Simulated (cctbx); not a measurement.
# Occupancies in LaZnBiRuO6

Cell a = 5.5210 Å, b = 6.2860 Å, c = 9.7970 Å, α = 90.00°, β = 123.07°, γ = 90.00°; space group Pc (no. 7); nominal formula LaZnBiRuO6.

Simulated single-crystal data (cctbx): synchrotron X-rays, λ = 0.4959 Å, to d = 0.6 Å, 80 % of the full sphere, strongest reflection 20000 counts, noise from counting, a 3 % proportional error and a noise floor of 15 counts (s.d.); no absorption.

With every site full:

```text
Rint 0.030, 2601 unique reflections to 0.60 A
cycle     R1     wR2    GooF  max shift (A)
   1  0.1093  0.2391   4.452   0.02371
  12  0.0332  0.0774   1.442   0.00069
final R1 0.0332 wR2 0.0774 GooF 1.442  parameters 90  data/parameter 28.9
atom        x        y        z      Ueq    occ   su(xyz)  su(Uiso or U11)
Bi1    0.50225  0.30340  0.00817   0.0138  1.000  0.00008  0.0001
La2    0.72015  0.83265  0.24965   0.0103  1.000  0.00013  0.0002
Ru1    0.97344  0.26686  0.48769   0.0204  1.000  0.00024  0.0005
Zn1    0.24680  0.12857  0.26867   0.0218  1.000  0.00035  0.0008
O1     0.14910  0.23497  0.74232   0.0219  1.000  0.00201  0.0034
O2     0.76976  0.45819  0.92840   0.0314  1.000  0.00237  0.0050
O3     0.34549  0.38468  0.53657   0.0256  1.000  0.00206  0.0036
O4     0.91069  0.80401  0.76296   0.0270  1.000  0.00269  0.0060
O5     0.24117  0.93635  0.55522   0.0292  1.000  0.00239  0.0052
O6     0.65471  0.93317  0.93937   0.0267  1.000  0.00249  0.0055
difference map: max 4.03 min -2.67 rms 0.53
Q1    0.7607  0.1276  0.7813    2    4.11  0.36 A from La2
Q2    0.7209  0.1661  0.7079    2    3.88  0.41 A from La2
Q3    0.2648  0.2149  0.2473    2    3.79  0.61 A from Zn1
Q4    0.1778  0.1138  0.2566    2    3.17  0.34 A from Zn1
Q5    0.3262  0.1218  0.3116    2    3.16  0.41 A from Zn1
Q6    0.4731  0.0161  0.4900    2    2.44  1.38 A from O6
```

With the occupancies of the suspect sites free, each still typed as its main element:

```text
Rint 0.030, 2601 unique reflections to 0.60 A
cycle     R1     wR2    GooF  max shift (A)
   1  0.0803  0.1753   3.265   0.00110
  20  0.0271  0.0601   1.119   0.00050
final R1 0.0270 wR2 0.0597 GooF 1.112  parameters 92  data/parameter 28.3
atom        x        y        z      Ueq    occ   su(xyz)  su(Uiso or U11)
Bi1    0.50223  0.30332  0.00812   0.0129  0.946  0.00006  0.0001
La2    0.72064  0.83265  0.24979   0.0125  1.056  0.00010  0.0002
Ru1    0.97333  0.26760  0.48765   0.0208  1.000  0.00018  0.0004
Zn1    0.24553  0.12642  0.26855   0.0239  1.000  0.00029  0.0006
O1     0.14900  0.23334  0.74273   0.0225  1.000  0.00152  0.0025
O2     0.76913  0.45798  0.92872   0.0326  1.000  0.00185  0.0040
O3     0.34478  0.38504  0.53719   0.0280  1.000  0.00165  0.0029
O4     0.91063  0.80311  0.76322   0.0279  1.000  0.00207  0.0046
O5     0.24141  0.93642  0.55549   0.0298  1.000  0.00181  0.0039
O6     0.65412  0.93340  0.93851   0.0269  1.000  0.00188  0.0041
su of occupancy Bi1: 0.003
su of occupancy La2: 0.004
difference map: max 1.94 min -1.41 rms 0.37
Q1    0.7170  0.2199  0.7727    2    2.00  0.41 A from La2
Q2    0.7295  0.1714  0.7079    2    1.90  0.44 A from La2
Q3    0.4802  0.0148  0.4926    2    1.77  1.37 A from O6
Q4    0.2791  0.2171  0.2462    2    1.73  0.67 A from Zn1
Q5    0.7555  0.1285  0.7886    2    1.69  0.40 A from La2
Q6    0.1603  0.3894  0.7212    2    1.45  1.01 A from O1
```

**Question.** What is the disorder?

X-rays count electrons. Bi1 refines to 0.946(0.003), or 78.5 electrons; the site truly holds 0.8 Bi and 0.2 La, 77.8 electrons, which is 0.937 of Bi; La2 refines to 1.056(0.004), or 60.2 electrons; the site truly holds 0.8 La and 0.2 Bi, 62.2 electrons, which is 1.091 of La. A value under 1 can't tell vacancies from a lighter guest, and one over 1 needs a heavier guest; chemistry or a second radiation must settle which. Occupancy correlates with U and the scale, and the two elements' form factors differ in shape, so the match is approximate.

Freeing them takes R1 from 0.0332 to 0.0270 and GooF from 1.44 to 1.11.

The model is made up (kin elements in a known structure type, no relaxation), so it says nothing on whether the phase exists.

[Middle refinement cycles are left out of these outputs.]

[Logs are printed without paths, hosts, clocks, repeated set-up lines and the standing remarks that a program may print on its own settings, such as how far it seeks lower states.]
